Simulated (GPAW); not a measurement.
## SrO (Fm-3m): refractive index against wavelength

The refractive index of SrO (Fm-3m) below the direct gap (3.42 eV on the mesh) is read from one computed spectrum, n = √(Re ε).

Cell: a, b, c = 3.629, 3.629, 3.629 Å (primitive vectors), 2 atoms.

Method: GPAW 26.7.0, PBE, RPA, k-mesh 12×12×12, local fields up to 60 eV, Lorentzian half width 0.15 eV.

Launch of the response step: `OMP_NUM_THREADS=1 python df.py`. The run took 64 s, its band step included, on 1 thread of Arm Neoverse V1, with other jobs on the host.

```tsv
wavelength (nm)	photon energy E (eV)	n
1550	0.800	1.9004
1310	0.946	1.9036
1064	1.165	1.9097
850	1.459	1.9202
700	1.771	1.9348
633	1.959	?
532	2.331	1.9729
```

In the single-oscillator model n² − 1 = E₀E_d/(E₀² − E²), so 1/(n² − 1) = E₀/E_d − E²/(E₀E_d) is linear in E².

Working, on the rows shown:

| x = E² (eV²) | y = 1/(n² − 1) |
| --- | --- |
| 0.639837 | 0.382919 |
| 0.895757 | 0.381142 |
| 1.35784 | 0.377793 |
| 2.12762 | 0.372139 |
| 3.13716 | 0.364504 |
| 5.43137 | 0.345741 |

Means: x̄ = 2.2649, ȳ = 0.37071. Σ(x − x̄)(y − ȳ) = -0.1252, Σ(x − x̄)² = 16.14. Slope = -0.1252 / 16.14 = -0.007756; intercept = ȳ − slope · x̄ = 0.38827. Turned back into n, the line misses the rows shown by at most 0.0011.

Task: What does the fit predict for the withheld row, and how well does it do?

Result: At x = 3.8364 the line gives y = 0.35852, that is 1.9466. The run gave 1.9457, so the interpolation is off by 0.0009, 1.2 % of the range in the table.

Refitted with all rows, the slope is -0.007723 and the intercept 0.38826. These give E₀ = √(intercept/−slope) = 7.09 eV and E_d = E₀/intercept = 18.3 eV; E₀ is 2.1 times the direct gap. The electronic limit at long wavelengths, without lattice vibrations, is n = √(1 + 1/intercept) = 1.891. The cell comes from an older database entry, whose edges can be off by a per cent or so. Excitons are left out; PBE gaps are as a rule too small. The values come from a sum over the points of one k-mesh and carry its error, which grows as the direct gap shrinks. This version of GPAW has incomplete matrix elements in the optical limit, which can lower ε − 1 by up to a tenth where first-row anions or d states rule. Spin-orbit coupling is left out.

[Logs are printed without paths, hosts, clocks, repeated set-up lines and the standing remarks that a program may print on its own settings, such as how far it seeks lower states.]
